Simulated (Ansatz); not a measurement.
# Dielectric function and optical constants of KTaO3, part 2 of 2

What colour and refractive index does KTaO3 have at this level of theory?

Ansatz 0.2.0; DFT, PBE, plane-wave PAW, default files, scalar-relativistic, independent-particle optical response without local fields.

So far, electronic dielectric constant ε∞, mean over x, y and z (by symmetry where fewer were run): step 3 (spectrum) 5.46.

**4. Static response with local fields**

Perturbation theory gives the static response with local fields and the functional's kernel, and it needs no empty bands.

This step: DFT, PBE, plane-wave PAW, default files, scalar-relativistic, static field response by perturbation theory with local fields (Ansatz 0.2.0).

input.yaml

```yaml
crystal:
  lattice:
    - [3.9883, 0.0, 0.0]
    - [0.0, 3.9883, 0.0]
    - [0.0, 0.0, 3.9883]
  atoms:
    - { symbol: Ta, position: [0.0, 0.0, 0.0] }
    - { symbol: K, position: [0.5, 0.5, 0.5] }
    - { symbol: O, position: [0.0, 0.0, 0.5] }
    - { symbol: O, position: [0.0, 0.5, 0.0] }
    - { symbol: O, position: [0.5, 0.0, 0.0] }
kpoints:
  mp_grid: { grid: [6, 6, 6] }
scf:
  occupations: { method: fixed }
hamiltonian:
  xc: pbe
  pseudopotentials: { kind: paw }
dielectric: {}
```

Started as:

```sh
$ ansatz run input.yaml --threads 2 --pin off --max-ram 5120MiB --backend cpu --events-out ev --progress --plain --runs-dir out
```

Numbers of over 12 decimals in the logs are rounded to 6 here.

The program printed:

```text
[...]
Crystal: 5 atoms, lattice volume = 63.440 Å³
Basis set: ecut = 420 eV, 1237 PW (Γ), exchange–correlation on 54×54×54 points (8 copies of the dense FFT grid, shifted against one another)
Bands: 25, of which v1, the nominal top of the filled ones, is band 20 counted from 1 (19 counted from 0)
Symmetry: 48 space group operations
k-points: 40 of 216 (irreducible under 8 space group operations, time reversal used)
[...]
SCF iter   1: F=—  HF=-13178.199377 eV  |F-HF|=—  |Δ(HF+E_count)|=         —  Δρ=9.81e-4  dr2=1.97e-4  ethr=1.77e-3  ⟨swp⟩=4.5  Hψ=4229  notcnv=0  defer=98
[...]
SCF iter   7: F=-13178.200023 eV  HF=-13178.200023 eV  |F-HF|=1.27e-11  |Δ(HF+E_count)|=  2.53e-10  Δρ=1.70e-7  dr2=1.23e-11  ethr=1.00e-12  ⟨swp⟩=8.9  Hψ=3985  notcnv=0
SCF 1 converged in 7 iterations: F = -13178.200023 eV  dr2 = 1.23e-11
[...]
DFPT response loops at Γ: preconditioner auto → none (the input reference at scf.mixing.eps_inf says where Resta's filter doesn't serve); β = 0.50; Broyden in place of MSR1
── the response to a field inside a basis, on 8×8×8 k-points: an SCF that follows is theirs, and a resumed run solves both again ──
Bands: 21, of which v1, the nominal top of the filled ones, is band 20 counted from 1 (19 counted from 0)
k-points: 20 of 512
[...]
Eigensolver: Dense (20 Hₖ)
SCF iter   1: F=—  HF=-13178.199881 eV  |F-HF|=—  |Δ(HF+E_count)|=         —  Δρ=4.48e-4  dr2=2.06e-5  ethr=1.00e-1
[...]
SCF iter   4: F=-13178.199891 eV  HF=-13178.199891 eV  |F-HF|=1.71e-8  |Δ(HF+E_count)|=   1.53e-8  Δρ=8.76e-6  dr2=4.47e-8  ethr=3.06e-9
SCF 1 converged in 4 iterations: F = -13178.199891 eV  dr2 = 4.47e-8
[...]
SCF converged after 7 iterations
Free energy (F): -13178.200023 eV
[...]
Internal energy: -13178.200023 eV  (E = F + TS)
E sigma→0 (E₀):  -13178.200023 eV
Fermi energy:    8.789417 eV
[...]
--- Band table (eV; the first three rows and the last of 40) ---
  k-point 0: bands = [... 16 lower, 7.7385, 8.1785, 8.1785, 8.1785, 11.0111, 11.0111, 11.0111, 15.4256, ... 1 higher]
  k-point 1: bands = [... 16 lower, 7.5084, 7.6175, 8.0666, 8.0666, 11.0492, 11.8004, 11.8004, 15.6210, ... 1 higher]
  k-point 2: bands = [... 16 lower, 6.8754, 7.3920, 7.9846, 7.9846, 11.1282, 13.1644, 13.1644, 15.6399, ... 1 higher]
  k-point 39: bands = [... 16 lower, 4.8996, 8.7894, 8.7894, 8.7894, 15.3003, 15.3003, 15.3003, 17.7024, ... 1 higher]
--- Dielectric response (ions clamped): 3 representative field directions + reference, inside a basis on a mesh of 512 k-points (Σ response iterations 12) ---
  ε∞ (high-frequency dielectric tensor):
        5.347916     0.000000     0.000000
        0.000000     5.347916     0.000000
        0.000000     0.000000     5.347916
  Born effective charges Z* (e; rows j = field, columns β = displacement):
    site 0:
         8.69530   -0.00000    0.00000
        -0.00000    8.69530    0.00000
         0.00000   -0.00000    8.69530
    site 1:
         1.15123   -0.00000    0.00000
        -0.00000    1.15123    0.00000
         0.00000   -0.00000    1.15123
    site 2:
        -1.66398    0.00000    0.00000
        -0.00000   -1.66398    0.00000
         0.00000   -0.00000   -6.51857
    site 3:
        -1.66398    0.00000    0.00000
         0.00000   -6.51857    0.00000
         0.00000    0.00000   -1.66398
    site 4:
        -6.51857   -0.00000   -0.00000
        -0.00000   -1.66398    0.00000
         0.00000   -0.00000   -1.66398
  Z* charge neutrality: 4.380e-3 e pre-enforcement
  solved inside a basis spanned on kpoints, on 8×8×8 k-points, its susceptibility summed on 10×10×10: ε∞ is read to err by 1.7e-2, Z* by 3.9e-2 e (field_mesh: kpoints solves on kpoints); Z* is corrected for what the basis lacks
```

Wall time 21 s (2 threads of Arm Neoverse V2, shared host); peak memory 0.53 GiB.

This step gave:

- electronic dielectric constant ε∞, mean over x, y and z (by symmetry where fewer were run): 5.348

ε∞ with local fields:

```
5.35 0.00 0.00
0.00 5.35 0.00
0.00 0.00 5.35
```

Diagonal elements. Born, by row:

```csv
atom,Z*xx (e),Z*yy (e),Z*zz (e)
Ta1,8.695,8.695,8.695
K2,1.151,1.151,1.151
O3,-1.664,-1.664,-6.519
O4,-1.664,-6.519,-1.664
O5,-6.519,-1.664,-1.664
```

Mean Born charges are Ta +8.70, K +1.15 and O -3.28, against formal valences of +5, +1 and -2. That of Ta exceeds its valence by 74 %, the mark of charge moving along hybridised bonds as the atoms shift.

**5. Summary of results**

| Property | Result |
| --- | --- |
| gap on the path | 2.22 eV |
| least direct gap on the path | 2.83 eV |
| electronic dielectric constant ε∞, mean over x, y and z (by symmetry where fewer were run) (independent particles) | 5.46 |
| absorption onset, first axis (α over 10⁴ cm⁻¹, or the direct gap if that lies higher) | 2.83 eV |
| main peak of Im epsilon, first axis | 6.10 eV |
| photocurrent from vertical transitions in a film 500 nm thick on a perfect mirror (two passes), AM1.5G, no front reflection, all carriers collected | 2.77 mA/cm² |
| electronic dielectric constant ε∞, mean over x, y and z (by symmetry where fewer were run) (static response with local fields) | 5.35 |

In words: At this level (PBE, independent particles) KTaO3 has ε∞ = 5.46 (5.35 with local fields) and n = 2.36 at 1550 nm; absorption sets in near 2.8 eV, and Im ε peaks at 6.1 eV. The gap is indirect (2.22 eV), so absorption without phonons can begin only at the direct gap of 2.83 eV. Absorption passes 10⁴ cm⁻¹ from the direct gap on, 2.83 eV, inside the visible range. Distinct maxima of Im ε, read by a parabola through the highest points, lie at 6.10 eV (7.1), 9.36 eV (5.9), 21.68 eV (4.2) and 22.10 eV (5.0). The f-sum over the summed bands holds 32.4 of the cell's 40 electrons outside the frozen cores, 16 of which lie in bands more than 12 eV below the Fermi level, whose transitions come at higher energies. Up to 30 eV the strength has a mean oscillator energy of 10.4 eV, well above the main peak, so higher transitions carry much of it. A film 1 µm thick would pass 68 % of daylight and look yellow-green in transmission (x = 0.341, y = 0.383). A larger true gap would move the edge to shorter wavelengths and change the colour. With local fields and the functional's kernel the static response is 5.35 against 5.46 for independent particles (-2 %). In the base spectrum excitons and phonon-assisted transitions are missing, and so are local fields; PBE gaps are as a rule too small, which pulls the onset down and ε∞ up. In the base run ε includes the program's bounded estimate of what the bands above those summed add. Spin-orbit coupling is left out although heavy atoms are present.

[Logs are printed without paths, hosts, clocks, repeated set-up lines and the standing remarks that a program may print on its own settings, such as how far it seeks lower states.]

[Hosts, paths, dates, database ids (printed as entryN), source tags and the programs' standing remarks are cut or masked in the printed files.]
